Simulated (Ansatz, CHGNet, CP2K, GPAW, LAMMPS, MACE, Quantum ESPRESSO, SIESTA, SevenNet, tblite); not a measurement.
## Amorphous 59Ga2O3-41P2O5 (mol %) (64 atoms) in Quantum ESPRESSO

How do the settings of Quantum ESPRESSO change the result for amorphous 59Ga2O3-41P2O5 (mol %) (64 atoms)? A plane-wave run serves as the yardstick.

Method: the method is named at each step, in Quantum ESPRESSO 7.5.

### 1. Starting point

The cell holds 64 atoms: 13 Ga, 9 P and 42 O. Its edges and angles: a = 9.037 Å, b = 9.037 Å, c = 9.037 Å, α = 90.0°, β = 90.0°, γ = 90.0°. 64 atoms (13 Fe, 9 P, 42 O) placed at random at 3.33 g/cm³, melted at 5000 K for 10 ps at fixed volume with the Morse and Coulomb pair potential with partial charges (Pedone, Malavasi, Menziani, Cormack and Segre, J. Phys. Chem. B 110, 11780 (2006)). Quenched from 5000 K to 300 K at 100 K/ps and fixed volume, held 10 ps at zero pressure, then minimised at fixed cell. Then Fe was replaced by Ga and the cell scaled by 1.005 (the potential has no terms for the new elements, so the cell is a start for a DFT relaxation).

The yardstick, on the same geometry:

| Item | Value |
| --- | --- |
| method | Kohn-Sham DFT, PBE, PAW, plane waves (Ansatz 0.2.0); cutoff 420 eV, Γ point, fermi-dirac smearing of 0.05 eV; PAW set soft_2 |
| r.m.s. force component | 1.009 eV/Å |
| longest force | 3.385 eV/Å |
| pressure | -0.8518 GPa |
| gap (highest filled to lowest empty level) | 1.385 eV |
| SCF cycles | 10 |
| time | 4.5 s on 8 threads of Arm Neoverse V2, shared host |
| CPU time | 30 s |

### 2. PBE, sssp-1.3.0-efficiency, 60/480 Ry

Method: Kohn-Sham DFT, PBE, SSSP efficiency 1.3.0 pseudopotentials, plane waves.

File pw.in:

```
&control
  calculation = 'scf'
  pseudo_dir = './pseudo'
  outdir = './tmp'
  disk_io = 'none'
  tprnfor = .true.
  tstress = .true.
/
&system
  ibrav = 0
  nat = 64
  ntyp = 3
  ecutwfc = 60
  ecutrho = 480
  nosym = .true.
  occupations = 'smearing'
  smearing = 'fd'
  degauss = 0.003675
/
&electrons
  conv_thr = 3.2e-07
  electron_maxstep = 100
  mixing_beta = 0.4
  mixing_mode = 'plain'
  diagonalization = 'david'
/
ATOMIC_SPECIES
Ga 69.723 Ga.upf
P 30.974 P.upf
O 15.999 O.upf
CELL_PARAMETERS angstrom
9.03743 0.00000 0.00000
0.00000 9.03743 0.00000
0.00000 0.00000 9.03743
ATOMIC_POSITIONS crystal
Ga 0.15995 0.73606 0.69462
Ga 0.32722 0.03062 0.24080
Ga 0.06815 0.17100 0.51446
Ga 0.56524 0.66918 0.59189
Ga 0.55656 0.20977 0.83225
Ga 0.04251 0.46416 0.95458
Ga 0.49008 0.81688 0.89451
Ga 0.91674 0.97528 0.25890
Ga 0.18416 0.42897 0.34113
Ga 0.24008 0.08780 0.85307
Ga 0.53602 0.29208 0.43311
Ga 0.42716 0.98800 0.56978
Ga 0.67554 0.51986 0.96659
P 0.84665 0.34840 0.23389
P 0.60448 0.77884 0.23714
P 0.83998 0.92053 0.61716
P 0.17912 0.77978 0.01301
P 0.17952 0.74862 0.36811
P 0.36580 0.33866 0.10004
P 0.87740 0.07874 0.92378
P 0.29997 0.41471 0.67663
P 0.81820 0.43519 0.67178
O 0.20889 0.39281 0.06673
O 0.69852 0.35562 0.31273
O 0.84672 0.41624 0.07651
O 0.22891 0.63807 0.25163
O 0.49761 0.39403 0.01195
O 0.38482 0.36756 0.26710
O 0.53407 0.71210 0.37540
O 0.90427 0.02435 0.49956
O 0.88202 0.18405 0.22157
O 0.45065 0.01382 0.83911
O 0.69619 0.37996 0.77848
O 0.16240 0.87381 0.86769
O 0.32855 0.70848 0.97599
O 0.85014 0.00983 0.76664
O 0.65303 0.65690 0.13014
O 0.97859 0.42201 0.31011
O 0.62247 0.67268 0.82636
O 0.72689 0.14794 0.95282
O 0.19816 0.90228 0.12557
O 0.92362 0.50187 0.78512
O 0.43934 0.47104 0.60069
O 0.01610 0.17726 0.90287
O 0.38898 0.78672 0.67018
O 0.28079 0.87673 0.40646
O 0.16129 0.16130 0.32427
O 0.73298 0.87503 0.28388
O 0.20754 0.06039 0.63834
O 0.67832 0.87650 0.60078
O 0.50219 0.87675 0.14204
O 0.91040 0.95812 0.03431
O 0.90266 0.30868 0.59878
O 0.54904 0.18225 0.61982
O 0.32948 0.29100 0.78932
O 0.74396 0.54074 0.56631
[... 4 atom lines left out ...]
O 0.47022 0.09657 0.37452
O 0.95459 0.79919 0.64260
O 0.21445 0.52845 0.76521
O 0.35480 0.17197 0.07012
K_POINTS gamma
```

On the command line:

```console
$ OMP_NUM_THREADS=1 mpirun -np 2 pw.x -in pw.in > output.txt
```

Output:

```text
Program PWSCF
     gamma-point specific algorithms are used
     Parallelization info
     sticks:   dense  smooth     PW     G-vecs:    dense   smooth      PW
     Min        5582    2790    694               442585   156515   19562
     Max        5583    2791    695               442586   156518   19565
     Sum       11165    5581   1389               885171   313033   39127
     bravais-lattice index     =            0
     lattice parameter (alat)  =      17.0783  a.u.
     unit-cell volume          =    4981.1709 (a.u.)^3
     number of atoms/cell      =           64
     number of atomic types    =            3
     number of electrons       =       466.00
     number of Kohn-Sham states=          280
     kinetic-energy cutoff     =      60.0000  Ry
     charge density cutoff     =     480.0000  Ry
     scf convergence threshold =      3.2E-07
     mixing beta               =       0.4000
     number of iterations used =            8  plain     mixing
     Exchange-correlation= SLA  PW   PBX  PBC
                           (   1   4   3   4   0   0   0)
     crystal axes: (cart. coord. in units of alat)
               a(1) = (   1.000000   0.000000   0.000000 )
               a(2) = (   0.000000   1.000000   0.000000 )
               a(3) = (   0.000000   0.000000   1.000000 )
     reciprocal axes: (cart. coord. in units 2 pi/alat)
               b(1) = (  1.000000  0.000000  0.000000 )
               b(2) = (  0.000000  1.000000  0.000000 )
               b(3) = (  0.000000  0.000000  1.000000 )
     PseudoPot. # 1 for Ga:
     Pseudo is Projector augmented-wave + core cor, Zval = 13.0
     PseudoPot. # 2 for P :
     Pseudo is Ultrasoft + core correction, Zval =  5.0
     PseudoPot. # 3 for O :
     Pseudo is Projector augmented-wave + core cor, Zval =  6.0
     atomic species   valence    mass     pseudopotential
     Ga               13.00    69.72300     Ga( 1.00)
     P                 5.00    30.97400     P ( 1.00)
     O                 6.00    15.99900     O ( 1.00)
     No symmetry found
   Cartesian axes
     number of k points=     1  Fermi-Dirac smearing, width (Ry)=  0.0037
                       cart. coord. in units 2pi/alat
        k(    1) = (   0.0000000   0.0000000   0.0000000), wk =   2.0000000
     Dense  grid:   442586 G-vectors     FFT dimensions: ( 120, 120, 120)
     Smooth grid:   156517 G-vectors     FFT dimensions: (  90,  90,  90)
     Initial potential from superposition of free atoms
     starting charge     465.9601, renormalised to     466.0000
     Starting wfcs are  321 randomized atomic wfcs
     Self-consistent Calculation
     iteration #  1     ecut=    60.00 Ry     beta= 0.40
     total energy              =   -5486.62013950 Ry
     estimated scf accuracy    <      16.43853374 Ry
     iteration #  2     ecut=    60.00 Ry     beta= 0.40
     total energy              =   -5490.68166609 Ry
     estimated scf accuracy    <       0.72561967 Ry
     iteration #  3     ecut=    60.00 Ry     beta= 0.40
     total energy              =   -5491.75659171 Ry
     estimated scf accuracy    <       0.76658360 Ry
     iteration #  4     ecut=    60.00 Ry     beta= 0.40
     total energy              =   -5491.73117132 Ry
     estimated scf accuracy    <       0.42132513 Ry
     iteration #  5     ecut=    60.00 Ry     beta= 0.40
     total energy              =   -5491.74864390 Ry
     estimated scf accuracy    <       0.05934154 Ry
     iteration #  6     ecut=    60.00 Ry     beta= 0.40
     total energy              =   -5491.77334135 Ry
     estimated scf accuracy    <       0.00753453 Ry
[...]
total energy              =   -5491.77575629 Ry
[...]
iteration # 16     ecut=    60.00 Ry     beta= 0.40
     total energy              =   -5491.77575707 Ry
     estimated scf accuracy    <       0.00000117 Ry
     iteration # 17     ecut=    60.00 Ry     beta= 0.40
     total energy              =   -5491.77575694 Ry
     estimated scf accuracy    <       0.00000043 Ry
     iteration # 18     ecut=    60.00 Ry     beta= 0.40
     End of self-consistent calculation
          k = 0.0000 0.0000 0.0000 ( 19564 PWs)   bands (ev):
   -16.3407 -16.0548 -15.7884 -15.5767 -15.4380 -15.2059 -15.0806 -14.5380
   -14.1414 -14.0780 -13.8236 -13.7064 -13.5114 -13.4351 -13.3791 -13.3769
   -13.2878 -13.1620 -13.0380 -12.9158 -12.9036 -12.8277 -12.7175 -12.6715
   -12.5134 -12.3756 -12.3016 -12.2403 -12.2017 -12.1670 -12.0734 -12.0401
   -12.0277 -11.8026 -11.6809 -11.5734 -11.5165 -11.3839 -11.2956 -10.9799
   -10.8686 -10.2640  -8.9166  -8.9035  -8.8592  -8.8446  -8.7891  -8.5387
[...]
13.5741  13.6678  13.7756  13.8638  13.9475  14.0031  14.1281  14.3208
    14.3801  14.4093  14.4527  14.4862  14.5605  14.6549  14.7191  14.7917
    14.8242  14.9070  14.9689  15.1175  15.1518  15.2675  15.3230  15.3894
     the Fermi energy is     6.7735 ev
!    total energy              =   -5491.77575705 Ry
     estimated scf accuracy    <       0.00000030 Ry
     smearing contrib. (-TS)   =      -0.00000027 Ry
     internal energy E=F+TS    =   -5491.77575678 Ry
     The total energy is F=E-TS. E is the sum of the following terms:
     one-electron contribution =   -2104.15602958 Ry
     hartree contribution      =    1426.07669780 Ry
     xc contribution           =    -855.78877609 Ry
     ewald contribution        =   -2104.40630195 Ry
     one-center paw contrib.   =   -1853.50134697 Ry
     convergence has been achieved in  18 iterations
     Forces acting on atoms (cartesian axes, Ry/au):
     atom    1 type  1   force =     0.00729985    0.01701719   -0.03490607
     atom    2 type  1   force =    -0.01538350   -0.01541020    0.02716918
     atom    3 type  1   force =     0.02798949   -0.02643155    0.01504579
     atom    4 type  1   force =     0.01737754    0.00982917    0.00334261
     atom    5 type  1   force =     0.03993896   -0.02075894   -0.04981220
     atom    6 type  1   force =    -0.00287030    0.00643398   -0.01030421
[...]
atom   62 type  3   force =     0.01278262   -0.05112153    0.00563069
     atom   63 type  3   force =    -0.04709612    0.07179781    0.03879382
     atom   64 type  3   force =    -0.00209408   -0.08083816   -0.01351249
     Total force =     0.570753     Total SCF correction =     0.000200
     Computing stress (Cartesian axis) and pressure
          total   stress  (Ry/bohr**3)                   (kbar)     P=       -4.72
  -0.00017307   0.00004342   0.00006972          -25.46        6.39       10.26
   0.00004342  -0.00001130   0.00008667            6.39       -1.66       12.75
   0.00006972   0.00008667   0.00008816           10.26       12.75       12.97
     Message from routine punch:
     Nothing written, as per user request (disk_io='none')
```

The job ended after 4.8 min (2 MPI ranks of Arm Neoverse V2, shared host; peak memory 2 GiB; 9.7 min of CPU time).

Banners, paths, timers and routine set-up lines are dropped from the logs unmarked, and long logs keep their key lines alone; longer cuts are marked.

Against the reference:

- r.m.s. force component: 1.059 eV/Å
- r.m.s. difference of force components: 70.68 meV/Å
- longest difference of force vectors: 210.8 meV/Å
- force difference over r.m.s. force: 7.006 %
- slope of forces against the reference's: 1.049
- correlation of force components: 0.9988
- gap (highest filled to lowest empty level): 1.376 eV
- gap difference: -0.0097 eV
- pressure: -0.4717 GPa
- pressure difference: 0.3801 GPa

Length of the force difference by element (eV/Å):

| element | atoms | mean | most |
| --- | --- | --- | --- |
| Ga | 13 | 0.027 | 0.044 |
| O | 42 | 0.14 | 0.21 |
| P | 9 | 0.035 | 0.065 |

Levels nearest the highest filled one (eV from it): -0.92, -0.89, -0.79, -0.76, -0.72, -0.70, -0.63, -0.55, -0.45, -0.35, -0.05, 0.00, 1.38, 2.71, 3.11, 3.15, 3.41, 3.55, 3.66, 4.01, 4.12, 4.25, 4.41, 4.65.

A closer look about P20, picked at random: 13 atoms, nearest first, numbered in the order of the input, with positions taken from that point.

| atom | x | y | z | distance (Å) | bonds | Fx | Fy | Fz (eV/Å) |
| --- | --- | --- | --- | --- | --- | --- | --- | --- |
| P20 | 0.00 | 0.00 | 0.00 | 0.00 | 4 | 0.01 | -0.53 | 0.03 |
| O52 | 0.30 | -1.09 | 1.00 | 1.51 | 2 | 0.09 | -0.96 | 1.24 |
| O40 | -1.36 | 0.63 | 0.26 | 1.52 | 2 | -1.44 | 1.05 | 0.30 |
| O44 | 1.25 | 0.89 | -0.19 | 1.55 | 2 | 1.55 | 1.22 | -0.08 |
| O36 | -0.25 | -0.62 | -1.42 | 1.57 | 2 | -0.30 | 0.20 | -0.44 |
| O31 | 0.04 | 0.95 | 2.69 | 2.85 | 2 | 0.10 | -1.24 | -0.22 |
| P16 | -0.34 | -1.43 | -2.77 | 3.14 | 4 | 1.68 | -1.10 | 1.58 |
| Ga8 | 0.36 | -0.94 | 3.03 | 3.19 | 5 | -0.85 | -0.34 | -0.60 |
| O34 | 2.58 | -1.85 | -0.51 | 3.21 | 3 | -1.16 | 1.02 | -2.33 |
| Ga5 | -2.90 | 1.18 | -0.83 | 3.24 | 6 | 1.03 | -0.53 | -1.28 |
| Ga10 | 3.28 | 0.08 | -0.64 | 3.34 | 6 | -0.79 | -0.35 | -1.53 |
| O25 | -0.28 | 3.05 | 1.38 | 3.36 | 3 | -0.36 | 1.55 | -2.54 |
| O33 | -1.64 | 2.72 | -1.31 | 3.44 | 3 | -2.26 | -0.49 | 2.57 |

Forces lie 7.0 % from the reference's, at 19 times its CPU time (on 2 against 8 cores).

The difference per atom is largest on O (0.14 eV/Å on average, against 0.035 on P).

### 3. PBE, sg15-1.2, 60/240 Ry

Method: Kohn-Sham DFT, PBE, SG15 1.2 norm-conserving pseudopotentials, plane waves.

The pseudopotential files are exchanged too: ./pseudo now holds the set sg15-pbe-1.2.

pw.in, as its differences from that of step 2:

```diff
@@ -13,3 +13,3 @@
   ecutwfc = 60
-  ecutrho = 480
+  ecutrho = 240
   nosym = .true.
```

Output:

```text
[banner, memory and clock lines left out]
Program PWSCF
     gamma-point specific algorithms are used
     bravais-lattice index     =            0
     lattice parameter (alat)  =      17.0783  a.u.
     unit-cell volume          =    4981.1709 (a.u.)^3
     number of atoms/cell      =           64
     number of atomic types    =            3
     number of electrons       =       466.00
     number of Kohn-Sham states=          280
     kinetic-energy cutoff     =      60.0000  Ry
[... lines left out ...]
     scf convergence threshold =      3.2E-07
[... lines left out ...]
     number of k points=     1  Fermi-Dirac smearing, width (Ry)=  0.0037
[... lines left out ...]
     total energy              =   -3166.09284649 Ry
[... lines left out ...]
     total energy              =   -3168.83104824 Ry
[... lines left out ...]
     total energy              =   -3168.89288405 Ry
[... lines left out ...]
     total energy              =   -3168.91063815 Ry
[... lines left out ...]
     total energy              =   -3168.91063829 Ry
[... lines left out ...]
          k = 0.0000 0.0000 0.0000 ( 19564 PWs)   bands (ev):
   -15.9153 -15.6385 -15.3766 -15.1689 -15.0200 -14.7898 -14.6776 -14.1308
   -13.7344 -13.6565 -13.4033 -13.2892 -13.0958 -13.0206 -12.9634 -12.9580
   -12.8839 -12.7534 -12.6305 -12.5112 -12.4971 -12.4191 -12.3060 -12.2723
[...]
14.8047  14.8422  14.8863  14.9212  14.9900  15.0855  15.1456  15.2243
    15.2585  15.3371  15.4040  15.5492  15.5899  15.7059  15.7434  15.8188
     the Fermi energy is     7.1774 ev
!    total energy              =   -3168.91063848 Ry
     estimated scf accuracy    <       0.00000020 Ry
     smearing contrib. (-TS)   =      -0.00000022 Ry
     internal energy E=F+TS    =   -3168.91063827 Ry
     The total energy is F=E-TS. E is the sum of the following terms:
     one-electron contribution =   -1626.46965894 Ry
     hartree contribution      =    1127.83868708 Ry
     xc contribution           =    -565.87336337 Ry
     ewald contribution        =   -2104.40630304 Ry
     convergence has been achieved in  11 iterations
     Forces acting on atoms (cartesian axes, Ry/au):
     atom    1 type  1   force =     0.00986173    0.01943710   -0.03532294
     atom    2 type  1   force =    -0.01387228   -0.01771389    0.02509620
     atom    3 type  1   force =     0.02997059   -0.02326074    0.01684334
[...]
atom   63 type  3   force =    -0.04011698    0.06269608    0.03140237
     atom   64 type  3   force =    -0.00167318   -0.06884620   -0.00955418
     Total force =     0.518179     Total SCF correction =     0.001044
     Computing stress (Cartesian axis) and pressure
          total   stress  (Ry/bohr**3)                   (kbar)     P=     -174.38
  -0.00133057   0.00004143   0.00006932         -195.73        6.09       10.20
   0.00004143  -0.00116068   0.00008454            6.09     -170.74       12.44
   0.00006932   0.00008454  -0.00106490           10.20       12.44     -156.65
     Message from routine punch:
     Nothing written, as per user request (disk_io='none')
```

It took 97 s on 2 MPI ranks; peak memory 0.82 GiB; 3.2 min of CPU time.

Against the reference:

```yaml
r_m_s_force_component: 0.9615 eV/Å
r_m_s_difference_of_force_components: 70.77 meV/Å
longest_difference_of_force_vectors: 219.1 meV/Å
force_difference_over_r_m_s_force: 7.015 %
slope_of_forces_against_the_reference_s: 0.9517
correlation_of_force_components: 0.9986
spacing_of_highest_filled_and_lowest_empty_level: 1.401 eV
gap_difference: 0.0153 eV
pressure: -17.44 GPa
pressure_difference: -16.59 GPa
```

This is a coarse setting, run to see what it loses.

Against the first run (7.0 %), the force difference from the reference is 7.0 %, at 0.33 times the CPU time (11 SCF steps against 18).

### 4. The ladder

Differences are against the plane-wave reference, forces as r.m.s. over components; share is that over the reference's r.m.s. force, slope the least-squares factor from reference forces to these. Total energies of different programs have different zeros and aren't compared.

| run | Δ force, r.m.s. (meV/Å) | share (%) | slope | Δ pressure (GPa) | Δ gap (eV) | cores | CPU time | memory (GiB) |
| --- | --- | --- | --- | --- | --- | --- | --- | --- |
| reference | - | - | - | - | - | 8 | 30 s | 1.0 |
| QE PBE, sssp-1.3.0-efficiency, 60/480 Ry | 70.7 | 7.01 | 1.049 | 0.380 | -0.0097 | 2 | 9.7 min | 2.0 |
| QE PBE, sg15-1.2, 60/240 Ry (coarse) | 70.8 | 7.02 | 0.952 | -16.6 | 0.0153 | 2 | 3.2 min | 0.82 |

Rows marked coarse were listed beforehand as settings not expected to be converged; some can still land near the reference.

CPU time is summed over cores on a shared host, where runs went side by side, so it is rough. Symmetry, cutoffs, thresholds, outputs and thread counts weren't matched or tuned between programs; memory under MPI is the largest rank's times the ranks.

### 5. Summary of results

```
nearest in forces : a tie at 7.0 % of 2 runs: QE PBE, sssp-1.3.0-efficiency, 60/480 Ry; QE PBE, sg15-1.2, 60/240 Ry (coarse)
```

In words: PBE on plane waves or a grid with other potentials, cutoffs or grids, coarse settings apart, differs from the reference by 7.0 % (QE PBE, sssp-1.3.0-efficiency, 60/480 Ry) of the r.m.s. force; potentials, valence shells or grid differ, and the table alone doesn't part them (QE's 60 Ry are 816 eV, against the reference's 420 eV). Runs with settings chosen to be coarse differ by 7.0 % (QE PBE, sg15-1.2, 60/240 Ry), their programs' other errors included. None of the electronic-structure runs in the table takes under half the reference's CPU time of 30 s; they take 6.4 to 19 times as much. At the same functional, gaps differ from the reference's 1.39 eV by between -0.01 and +0.02 eV. In pressure, QE PBE, sg15-1.2, 60/240 Ry misses by -16.6 GPa, at the same functional; a cutoff this low leaves a large Pulay stress. In our tests on small cells the SSSP efficiency potentials stood apart from two norm-conserving sets, for C–F bonds most and for P–O bonds less, so differences between them and other runs here needn't be the other run's error. The quench rate of 100 K/ps is many orders above laboratory rates, so the cell is likely richer in defects and strain than a real sample. The network of bonds at the start is that of the classical potential that made the cell, and needn't be the one that DFT or experiment would give. The reference's stress is far from hydrostatic: its diagonal is -3.0, -0.5, 0.9 GPa, compression counted positive. The electronic-structure runs sample only Γ, in a cell whose shortest periodic width is 9 Å.

[Also dropped from logs without a mark: logging warnings of Python, and SIESTA's first energy breakdown and zero terms.]

[Logs are printed without paths, hosts, clocks, repeated set-up lines and the standing remarks that a program may print on its own settings, such as how far it seeks lower states.]

[Hosts, paths, dates, database ids (printed as entryN), source tags and the programs' standing remarks are cut or masked in the printed files.]
